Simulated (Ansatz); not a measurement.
## How Pd(100) screens a field

Where does the screening charge of Pd(100) sit?

Method: plane-wave DFT, PBE, Ansatz PAW, in Ansatz 0.2.0.

### Step 1. The starting structure

The cell holds 6 atoms: 6 Pd. Its edges and angles: a = 2.751 Å, b = 2.751 Å, c = 27.725 Å, α = 90.0°, β = 90.0°, γ = 90.0°. Vacuum lies along c.

### Step 2. Atoms held, field 0

A sawtooth potential applies the field, turning back in the middle of the vacuum. With the dipole correction the typed value is the field outside the slab. The induced dipole is small, so the SCF threshold is tight.

input.yaml reads:

```yaml
crystal:
  lattice:
    - [2.7506453788, 0.0, 0.0]
    - [0.0, 2.7506453788, 0.0]
    - [0.0, 0.0, 27.725]
  atoms:
    - { symbol: Pd, position: [0.5, 0.5, 0.3246167719] }
    - { symbol: Pd, position: [0.0, 0.0, 0.3947700631] }
    - { symbol: Pd, position: [0.5, 0.5, 0.4649233544] }
    - { symbol: Pd, position: [0.0, 0.0, 0.5350766456] }
    - { symbol: Pd, position: [0.5, 0.5, 0.6052299369] }
    - { symbol: Pd, position: [0.0, 0.0, 0.6753832281] }
kpoints:
  mp_grid: { grid: [18, 18, 1] }
hamiltonian:
  xc: pbe
scf:
  occupations: { method: fermi_dirac, width: 0.1 }
  convergence: { dr2_threshold: 1.0e-10 }
efield:
  axis: 3
  dipole_correction: true
  ramp_position: 0.97
  ramp_width: 0.06
  amplitude: 0
output:
  forces: true
  write_potential: true
  write_density: true
  volumetric_format: npy
```

Started as:

```
$ ansatz run input.yaml --threads 4 --pin off --max-ram 6144MiB --backend cpu --events-out ev --progress --plain --runs-dir out
```

Numbers of over 12 decimals in the logs are rounded to 6 here.

Output:

```text
Engine: ansatz 0.2.0, aarch64-unknown-linux-gnu
Pseudopotentials: kind: paw
Pseudopotential: Pd, paw, valence charge 18, recommended cutoff 420 eV (normal), Pd.paw.azcp
Functional definition: PBE
  parameter kappa = 0.804
  parameter beta = 0.066725
  exchange = pbe_x(kappa = kappa, mu = beta*pi^2/3)
  correlation = pbe_c(beta = beta)
Crystal: 6 atoms, lattice volume = 209.769 Å³
Basis set: ecut = 420 eV, 4177 PW (Γ), exchange–correlation on 40×40×384 points (8 copies of the dense FFT grid, shifted against one another)
Bands: 65, of which v1, the nominal top of the filled ones, is band 54 counted from 1 (53 counted from 0)
Symmetry: 8 space group operations
k-points: 55 of 324
Non-local potential: Pd, projectors of the file, l = 0: 2, l = 1: 2, l = 2: 2, l = 3: 1
PAW form: soft (Blöchl's): semilocal exchange-correlation on the pseudo side does not see the compensation charge
PAW one-centre angular grid: Pd, 590 points (default); XC on 64 Gauss nodes
Initial density: superposition of atomic densities (neutral atoms: chi_scale 0, normalization atom), corrected by the library's trained network
Initial wavefunctions: pseudopotential atomic-orbital guess
Functional: x = pbe(κ = 0.804, μ = 0.219515), c = pbe(β = 0.066725)
SCF iter   1: F=—  HF=-41835.875854 eV  |F-HF|=—  |Δ(HF+E_count)|=         —  Δρ=1.30e-2  dr2=4.02e0  ethr=1.77e-3  p=0.000 e·Å  D=4.29e-14 V/Å  ΔV_dip=-0.00 eV  dr2_dipole=8.80e-9  V_vac-E_F(+/−)=4.73/4.73 eV  ⟨swp⟩=7.8  Hψ=14748  notcnv=0  defer=57
efield: sawtooth ramp at fractional position 0.9700 (set: `efield.ramp_position`, or a place that a band, a saddle search or an elastic batch's reference lends), width 0.0600; the density the first Hamiltonian is built on has a dipole p = 0.000 e·Å; the dipole correction subtracts the counter field D = 4.29e-14 V/Å, which shifts the + side's vacuum level by -0.00 eV against the − side's; the planar-averaged density in the ramp window peaks in size at 6.0e-6 e/Å³
preconditioner: auto → LDOS  [metal: Δε(μ)=0.002 eV  Ē_g=7.134 eV  σ=0.100 eV  W_gap=0.01  n_scr=48 (ndim 8)  ℏωp=19.9 eV  f_vac=0.537  D(μ)=11.56/eV (n_scr^D=102)  β→1.0]
SCF iter   2: F=—  HF=-41835.822353 eV  |F-HF|=—  |Δ(HF+E_count)|=   5.35e-2  Δρ=6.48e-3  dr2=2.72e-1  ethr=1.77e-3  p=-0.000 e·Å  D=-4.82e-5 V/Å  ΔV_dip=0.00 eV  dr2_dipole=4.49e-7  V_vac-E_F(+/−)=5.13/5.13 eV  ⟨swp⟩=2.4  Hψ=4381  notcnv=0  defer=144
SCF iter   3: F=—  HF=-41835.815425 eV  |F-HF|=—  |Δ(HF+E_count)|=   6.93e-3  Δρ=2.14e-3  dr2=1.02e-1  ethr=2.52e-4  p=-0.000 e·Å  D=-1.01e-5 V/Å  ΔV_dip=0.00 eV  dr2_dipole=1.54e-8  V_vac-E_F(+/−)=5.01/5.01 eV  ⟨swp⟩=2.5  Hψ=5088  notcnv=0  defer=148
SCF iter   4: F=—  HF=-41835.811008 eV  |F-HF|=—  |Δ(HF+E_count)|=   4.42e-3  Δρ=4.30e-4  dr2=3.97e-4  ethr=9.49e-5  p=-0.000 e·Å  D=-8.31e-6 V/Å  ΔV_dip=0.00 eV  dr2_dipole=1.21e-10  V_vac-E_F(+/−)=5.09/5.09 eV  ⟨swp⟩=1.5  Hψ=3578  notcnv=0  defer=148
SCF iter   5: F=—  HF=-41835.811300 eV  |F-HF|=—  |Δ(HF+E_count)|=   2.92e-4  Δρ=1.83e-4  dr2=8.25e-5  ethr=3.67e-7  p=-0.000 e·Å  D=-5.31e-6 V/Å  ΔV_dip=0.00 eV  dr2_dipole=3.79e-10  V_vac-E_F(+/−)=5.09/5.09 eV  ⟨swp⟩=3.3  Hψ=6926  notcnv=0  defer=148
SCF iter   6: F=—  HF=-41835.811414 eV  |F-HF|=—  |Δ(HF+E_count)|=   1.14e-4  Δρ=5.30e-5  dr2=1.92e-5  ethr=7.64e-8  p=-0.000 e·Å  D=-1.67e-6 V/Å  ΔV_dip=0.00 eV  dr2_dipole=8.24e-10  V_vac-E_F(+/−)=5.09/5.09 eV  ⟨swp⟩=2.1  Hψ=5382  notcnv=0  defer=148
SCF iter   7: F=—  HF=-41835.811410 eV  |F-HF|=—  |Δ(HF+E_count)|=   4.08e-6  Δρ=1.98e-5  dr2=2.91e-6  ethr=1.77e-8  p=-0.000 e·Å  D=-9.77e-7 V/Å  ΔV_dip=0.00 eV  dr2_dipole=2.35e-10  V_vac-E_F(+/−)=5.09/5.09 eV  ⟨swp⟩=2.1  Hψ=4719  notcnv=0  defer=148
SCF iter   8: F=—  HF=-41835.811398 eV  |F-HF|=—  |Δ(HF+E_count)|=   1.17e-5  Δρ=1.21e-5  dr2=5.39e-7  ethr=2.70e-9  p=-0.000 e·Å  D=-3.71e-7 V/Å  ΔV_dip=0.00 eV  dr2_dipole=2.58e-12  V_vac-E_F(+/−)=5.09/5.09 eV  ⟨swp⟩=2.2  Hψ=5078  notcnv=0  defer=141
SCF iter   9: F=—  HF=-41835.811398 eV  |F-HF|=—  |Δ(HF+E_count)|=   1.06e-7  Δρ=5.78e-6  dr2=1.87e-7  ethr=4.99e-10  p=0.000 e·Å  D=6.28e-9 V/Å  ΔV_dip=-0.00 eV  dr2_dipole=3.38e-12  V_vac-E_F(+/−)=5.09/5.09 eV  ⟨swp⟩=2.2  Hψ=5008  notcnv=0  defer=141
SCF iter  10: F=—  HF=-41835.811399 eV  |F-HF|=—  |Δ(HF+E_count)|=   1.44e-7  Δρ=1.62e-6  dr2=8.12e-9  ethr=1.73e-10  p=0.000 e·Å  D=1.90e-7 V/Å  ΔV_dip=-0.00 eV  dr2_dipole=5.06e-12  V_vac-E_F(+/−)=5.09/5.09 eV  ⟨swp⟩=1.1  Hψ=3485  notcnv=0  defer=141
SCF iter  11: F=—  HF=-41835.811399 eV  |F-HF|=—  |Δ(HF+E_count)|=   6.23e-8  Δρ=4.05e-7  dr2=3.61e-10  ethr=7.52e-12  p=0.000 e·Å  D=9.14e-8 V/Å  ΔV_dip=-0.00 eV  dr2_dipole=1.55e-12  V_vac-E_F(+/−)=5.09/5.09 eV  ⟨swp⟩=2.4  Hψ=5265  notcnv=0  defer=141
iter 12 met the thresholds in force, and the SCF goes on: an eigenvalue changes by 1.24 meV, over its tolerance of 1.02 meV (output.eigenvalues, Limitations)
SCF iter  12: F=-41835.811399 eV  HF=-41835.811399 eV  |F-HF|=8.51e-10  |Δ(HF+E_count)|=   1.95e-9  Δρ=1.74e-7  dr2=7.22e-11  ethr=1.00e-12  p=0.000 e·Å  D=4.96e-8 V/Å  ΔV_dip=-0.00 eV  dr2_dipole=1.35e-13  V_vac-E_F(+/−)=5.09/5.09 eV  ⟨swp⟩=17.8  Hψ=22907  notcnv=0
SCF iter  13: F=-41835.811399 eV  HF=-41835.811399 eV  |F-HF|=2.98e-10  |Δ(HF+E_count)|=  3.49e-10  Δρ=7.22e-8  dr2=2.77e-11  ethr=1.00e-12  p=0.000 e·Å  D=2.52e-8 V/Å  ΔV_dip=-0.00 eV  dr2_dipole=3.78e-15  V_vac-E_F(+/−)=5.09/5.09 eV  ⟨swp⟩=7.1  Hψ=18684  notcnv=0
SCF 1 converged in 13 iterations: F = -41835.811399 eV  dr2 = 2.77e-11
  greatest PAW one-centre occupation: 0.999 electrons in one spin orbital (limit 2), on the Pd atom at site 5 (counted from 0), in its partial waves of l = 0
WARN: The output density's exchange-correlation potential varies sharply where the density is thin. Do not read a vacuum level from v_tot or v_xc, or from such a field of the output density. On a cell that repeats whose density bears no net charge and no dipole along the vacuum's axis use v_es (v_loc + v_h of the components); under efield.dipole_correction with no amplitude use v_es + v_field, which holds any externa [...]
SCF converged after 13 iterations
an eigenvalue changed by more than its tolerance at an iteration that met the thresholds in force, so the SCF went on 1 time: the last check found none over its tolerance
Free energy (F): -41835.811399 eV
Harris-Foulkes:  -41835.811399 eV  (|F-HF|=2.98e-10)
Internal energy: -41835.430031 eV  (E = F + TS)
E sigma→0 (E₀):  -41835.620715 eV
Entropy (-TS):   -0.381368 eV (-63.561 meV/atom)
Fermi energy:    5.434252 eV
Dipole field:    D = 0.000000 V/Å  (p = 0.000000 e·Å, saw-weighted, corrected)
Work function:   Φ+ = 5.0895 eV   Φ− = 5.0895 eV
Levels:          The Fermi level and band energies are counted from a zero that moves with the ramp; work functions are not
--- Per-component energies (eV) ---
  E_band       = -2354.719564
  E_kinetic    = 3082.782403
  E_local      = -229558.061520  (includes V_loc(G=0)·N_el)
  E_nonlocal   = 1304.862842
  E_hartree    = 113030.815236
  E_xc         = -1010.332785
  E_vxc        = -1267.262948  (∫ρ·V_xc dr)
  E_paw        = -22502.763144  (= ΣΔE_a)
  E_vpaw       = -1978.671178  (= ΣTr[D̂ρ^β])
  E_aug_tail   = 0.001382  (compensation charges beyond the density's cutoff)
  E_efield     = 0.000000  (sawtooth field / dipole correction)
  E_vefield    = 0.000000  (∫n·V_field dr)
  E_ewald      = 93817.265555
  E_smearing   = -0.381368  (= −TS)
  E_closure    = -0.000000  (closes the sum)
  Σ components = -41835.811399   (vs F -41835.811399, Δ=0.00e0)
--- Forces (eV/Å), atoms counted from 1 ---
  atom   1  Pd     0.00000000     0.00000000    -0.21297299
  atom   2  Pd    -0.00000000     0.00000000    -0.12184625
  atom   3  Pd     0.00000000     0.00000000    -0.03337872
  atom   4  Pd    -0.00000000     0.00000000     0.03337872
  atom   5  Pd     0.00000000     0.00000000     0.12184627
  atom   6  Pd    -0.00000000     0.00000000     0.21297294
  max |Σ_I F_I| component: 2.28e-8 eV/Å
--- Band table (eV; the first three rows and the last of 55) ---
  k-point 0: bands = [... 50 lower, 4.7891, 5.0882, 5.2319, 5.2319, 5.3567, 5.4091, 5.6035, 5.6035, ... 7 higher]
  k-point 1: bands = [... 50 lower, 4.8708, 4.9588, 5.1171, 5.3079, 5.3102, 5.3438, 5.3818, 5.6124, ... 7 higher]
  k-point 2: bands = [... 50 lower, 4.7815, 4.9140, 4.9308, 5.1054, 5.2358, 5.2365, 5.4401, 5.6071, ... 7 higher]
  k-point 54: bands = [... 50 lower, 5.7327, 5.7327, 6.0817, 6.0817, 9.4393, 9.4393, 10.9998, 10.9998, ... 7 higher]
```

Wall time 26 s (4 threads of Arm Neoverse V2, shared host); peak memory 0.82 GiB; 100 s of CPU time.

Numbers from this step:

* energy at zero smearing: -41835.6207 eV
* work function, upper face: 5.089 eV
* dipole along the normal: 1.23e-7 e·Å

Running mean over 1.945 Å of the planar mean; the ramp of the sawtooth is left out. The electron's electrostatic potential energy less the Fermi level by z:

z (Å), electron's electrostatic potential energy less the Fermi level (eV) and a bar from the least value:
```
        4       5.09 ##############################
        5       5.09 ##############################
        6       5.05 ##############################
        7       4.52 #############################
        8      -1.68 ###############
        9      -8.07 #
       10      -8.47 
       11      -8.62 
       12      -8.67 
       13      -8.68 
       14      -8.68 
       15      -8.68 
       16      -8.66 
       17      -8.58 
       18      -8.45 #
       19      -7.37 ###
       20       0.99 #####################
       21       4.82 #############################
       22       5.07 ##############################
       23       5.09 ##############################
       24       5.09 ##############################
```

Force by atom:

| atom | x (eV/Å) | y (eV/Å) | z (eV/Å) | size |
| --- | --- | --- | --- | --- |
| Pd1 | 0.000 | 0.000 | -0.213 | 0.213 |
| Pd2 | 0.000 | 0.000 | -0.122 | 0.122 |
| Pd3 | 0.000 | 0.000 | -0.033 | 0.033 |
| Pd4 | 0.000 | 0.000 | 0.033 | 0.033 |
| Pd5 | 0.000 | 0.000 | 0.122 | 0.122 |
| Pd6 | 0.000 | 0.000 | 0.213 | 0.213 |

The work function of the upper face is 5.09 eV.

### Step 3. Atoms held, field 0.05 V/Å

Changes to input.yaml since step 2:

```diff
@@ -24,3 +24,3 @@
   ramp_width: 0.06
-  amplitude: 0
+  amplitude: 0.05
 output:
```

Output:

```text
[...]
Crystal: 6 atoms, lattice volume = 209.769 Å³
Basis set: ecut = 420 eV, 4177 PW (Γ), exchange–correlation on 40×40×384 points (8 copies of the dense FFT grid, shifted against one another)
Bands: 65, of which v1, the nominal top of the filled ones, is band 54 counted from 1 (53 counted from 0)
Symmetry: 8 space group operations
k-points: 55 of 324
[...]
k-point 0: bands = [... 50 lower, 4.7889, 5.0881, 5.2317, 5.2317, 5.3565, 5.4090, 5.6034, 5.6034, ... 7 higher]
  k-point 1: bands = [... 50 lower, 4.8707, 4.9587, 5.1170, 5.3078, 5.3100, 5.3436, 5.3817, 5.6122, ... 7 higher]
  k-point 2: bands = [... 50 lower, 4.7814, 4.9138, 4.9307, 5.1053, 5.2356, 5.2364, 5.4399, 5.6069, ... 7 higher]
  k-point 54: bands = [... 50 lower, 5.7325, 5.7327, 6.0814, 6.0818, 9.4391, 9.4391, 10.9997, 10.9997, ... 7 higher]
[key lines of the parts left out:]
SCF converged after 15 iterations
Free energy (F): -41835.812068 eV
Fermi energy:    5.434121 eV
Dipole field:    D = 0.023097 V/Å  (p = 0.026775 e·Å, saw-weighted, corrected)
```

Wall time 25 s (4 threads); peak memory 0.8 GiB; 99 s of CPU time.

The dipole is 0.0268 e·Å.

### Step 4. Single point, field -0.05 V/Å

Changes to input.yaml since step 3:

```diff
@@ -24,3 +24,3 @@
   ramp_width: 0.06
-  amplitude: 0.05
+  amplitude: -0.05
 output:
```

Output:

```text
[...]
Crystal: 6 atoms, lattice volume = 209.769 Å³
Basis set: ecut = 420 eV, 4177 PW (Γ), exchange–correlation on 40×40×384 points (8 copies of the dense FFT grid, shifted against one another)
Bands: 65, of which v1, the nominal top of the filled ones, is band 54 counted from 1 (53 counted from 0)
Symmetry: 8 space group operations
k-points: 55 of 324
[...]
k-point 0: bands = [... 50 lower, 4.7889, 5.0881, 5.2317, 5.2317, 5.3565, 5.4090, 5.6034, 5.6034, ... 7 higher]
  k-point 1: bands = [... 50 lower, 4.8707, 4.9587, 5.1170, 5.3078, 5.3100, 5.3436, 5.3817, 5.6122, ... 7 higher]
  k-point 2: bands = [... 50 lower, 4.7814, 4.9138, 4.9307, 5.1053, 5.2356, 5.2364, 5.4399, 5.6069, ... 7 higher]
  k-point 54: bands = [... 50 lower, 5.7325, 5.7327, 6.0814, 6.0818, 9.4391, 9.4391, 10.9997, 10.9997, ... 7 higher]
[key lines of the parts left out:]
SCF converged after 15 iterations
Free energy (F): -41835.812068 eV
Fermi energy:    5.434121 eV
Dipole field:    D = -0.023097 V/Å  (p = -0.026775 e·Å, saw-weighted, corrected)
```

Elapsed: 26 s, on 4 threads; peak memory 0.8 GiB.

The dipole is -0.0268 e·Å.

### Step 5. Atoms held, field 0.1 V/Å

Changes to input.yaml since step 4:

```diff
@@ -24,3 +24,3 @@
   ramp_width: 0.06
-  amplitude: -0.05
+  amplitude: 0.1
 output:
```

Output:

```text
[...]
Crystal: 6 atoms, lattice volume = 209.769 Å³
Basis set: ecut = 420 eV, 4177 PW (Γ), exchange–correlation on 40×40×384 points (8 copies of the dense FFT grid, shifted against one another)
Bands: 65, of which v1, the nominal top of the filled ones, is band 54 counted from 1 (53 counted from 0)
Symmetry: 8 space group operations
k-points: 55 of 324
[...]
k-point 0: bands = [... 50 lower, 4.7885, 5.0877, 5.2313, 5.2313, 5.3561, 5.4086, 5.6030, 5.6030, ... 7 higher]
  k-point 1: bands = [... 50 lower, 4.8703, 4.9583, 5.1165, 5.3074, 5.3096, 5.3432, 5.3813, 5.6118, ... 7 higher]
  k-point 2: bands = [... 50 lower, 4.7810, 4.9134, 4.9303, 5.1049, 5.2352, 5.2360, 5.4395, 5.6065, ... 7 higher]
  k-point 54: bands = [... 50 lower, 5.7321, 5.7324, 6.0808, 6.0816, 9.4388, 9.4388, 10.9993, 10.9993, ... 7 higher]
[key lines of the parts left out:]
SCF converged after 15 iterations
Free energy (F): -41835.814076 eV
Fermi energy:    5.433723 eV
Dipole field:    D = 0.046195 V/Å  (p = 0.053552 e·Å, saw-weighted, corrected)
```

The job ended after 26 s (4 threads; peak memory 0.8 GiB; 1.7 min of CPU time).

The dipole is 0.0536 e·Å.

### Step 6. Single point, field -0.1 V/Å

Changes to input.yaml since step 5:

```diff
@@ -24,3 +24,3 @@
   ramp_width: 0.06
-  amplitude: 0.1
+  amplitude: -0.1
 output:
```

Output:

```text
[...]
Crystal: 6 atoms, lattice volume = 209.769 Å³
Basis set: ecut = 420 eV, 4177 PW (Γ), exchange–correlation on 40×40×384 points (8 copies of the dense FFT grid, shifted against one another)
Bands: 65, of which v1, the nominal top of the filled ones, is band 54 counted from 1 (53 counted from 0)
Symmetry: 8 space group operations
k-points: 55 of 324
[...]
k-point 0: bands = [... 50 lower, 4.7885, 5.0877, 5.2313, 5.2313, 5.3561, 5.4086, 5.6030, 5.6030, ... 7 higher]
  k-point 1: bands = [... 50 lower, 4.8703, 4.9583, 5.1165, 5.3074, 5.3096, 5.3432, 5.3813, 5.6118, ... 7 higher]
  k-point 2: bands = [... 50 lower, 4.7810, 4.9134, 4.9303, 5.1049, 5.2352, 5.2360, 5.4395, 5.6065, ... 7 higher]
  k-point 54: bands = [... 50 lower, 5.7321, 5.7324, 6.0808, 6.0816, 9.4388, 9.4388, 10.9993, 10.9993, ... 7 higher]
[key lines of the parts left out:]
SCF converged after 15 iterations
Free energy (F): -41835.814076 eV
Fermi energy:    5.433723 eV
Dipole field:    D = -0.046195 V/Å  (p = -0.053552 e·Å, saw-weighted, corrected)
```

Elapsed: 25 s, on 4 threads; peak memory 0.8 GiB.

The dipole is -0.0536 e·Å.

### Step 7. Atoms held, field 0.2 V/Å

Changes to input.yaml since step 6:

```diff
@@ -24,3 +24,3 @@
   ramp_width: 0.06
-  amplitude: -0.1
+  amplitude: 0.2
 output:
```

Output:

```text
[...]
Crystal: 6 atoms, lattice volume = 209.769 Å³
Basis set: ecut = 420 eV, 4177 PW (Γ), exchange–correlation on 40×40×384 points (8 copies of the dense FFT grid, shifted against one another)
Bands: 65, of which v1, the nominal top of the filled ones, is band 54 counted from 1 (53 counted from 0)
Symmetry: 8 space group operations
k-points: 55 of 324
[...]
k-point 0: bands = [... 50 lower, 4.7869, 5.0861, 5.2297, 5.2297, 5.3545, 5.4070, 5.6014, 5.6014, ... 7 higher]
  k-point 1: bands = [... 50 lower, 4.8687, 4.9567, 5.1148, 5.3058, 5.3080, 5.3416, 5.3797, 5.6102, ... 7 higher]
  k-point 2: bands = [... 50 lower, 4.7794, 4.9116, 4.9287, 5.1033, 5.2335, 5.2345, 5.4379, 5.6049, ... 7 higher]
  k-point 54: bands = [... 50 lower, 5.7303, 5.7309, 6.0788, 6.0803, 9.4372, 9.4372, 10.9977, 10.9977, ... 7 higher]
[key lines of the parts left out:]
SCF converged after 15 iterations
Free energy (F): -41835.822109 eV
Fermi energy:    5.432126 eV
Dipole field:    D = 0.092400 V/Å  (p = 0.107115 e·Å, saw-weighted, corrected)
```

It took 29 s on 4 threads; peak memory 0.81 GiB.

The dipole is 0.107 e·Å.

### Step 8. Atoms held, field -0.2 V/Å

Changes to input.yaml since step 7:

```diff
@@ -24,3 +24,3 @@
   ramp_width: 0.06
-  amplitude: 0.2
+  amplitude: -0.2
 output:
```

Output:

```text
[...]
Crystal: 6 atoms, lattice volume = 209.769 Å³
Basis set: ecut = 420 eV, 4177 PW (Γ), exchange–correlation on 40×40×384 points (8 copies of the dense FFT grid, shifted against one another)
Bands: 65, of which v1, the nominal top of the filled ones, is band 54 counted from 1 (53 counted from 0)
Symmetry: 8 space group operations
k-points: 55 of 324
[...]
k-point 0: bands = [... 50 lower, 4.7869, 5.0861, 5.2297, 5.2297, 5.3545, 5.4070, 5.6014, 5.6014, ... 7 higher]
  k-point 1: bands = [... 50 lower, 4.8687, 4.9567, 5.1148, 5.3058, 5.3080, 5.3416, 5.3797, 5.6102, ... 7 higher]
  k-point 2: bands = [... 50 lower, 4.7794, 4.9116, 4.9287, 5.1033, 5.2335, 5.2345, 5.4379, 5.6049, ... 7 higher]
  k-point 54: bands = [... 50 lower, 5.7303, 5.7309, 6.0788, 6.0803, 9.4372, 9.4372, 10.9977, 10.9977, ... 7 higher]
[key lines of the parts left out:]
SCF converged after 15 iterations
Free energy (F): -41835.822109 eV
Fermi energy:    5.432126 eV
Dipole field:    D = -0.092400 V/Å  (p = -0.107115 e·Å, saw-weighted, corrected)
```

Wall time 29 s (4 threads); peak memory 0.81 GiB.

The dipole is -0.107 e·Å.

(Continued in part 2 of 2.)

[Logs are printed without paths, hosts, clocks, repeated set-up lines and the standing remarks that a program may print on its own settings, such as how far it seeks lower states.]

[Hosts, paths, dates, database ids (printed as entryN), source tags and the programs' standing remarks are cut or masked in the printed files.]

[Maps of the electrostatic potential energy from Ansatz leave out the sawtooth potential of an applied field or a dipole correction, so their vacuum need not be flat; planar profiles and work functions include it.]
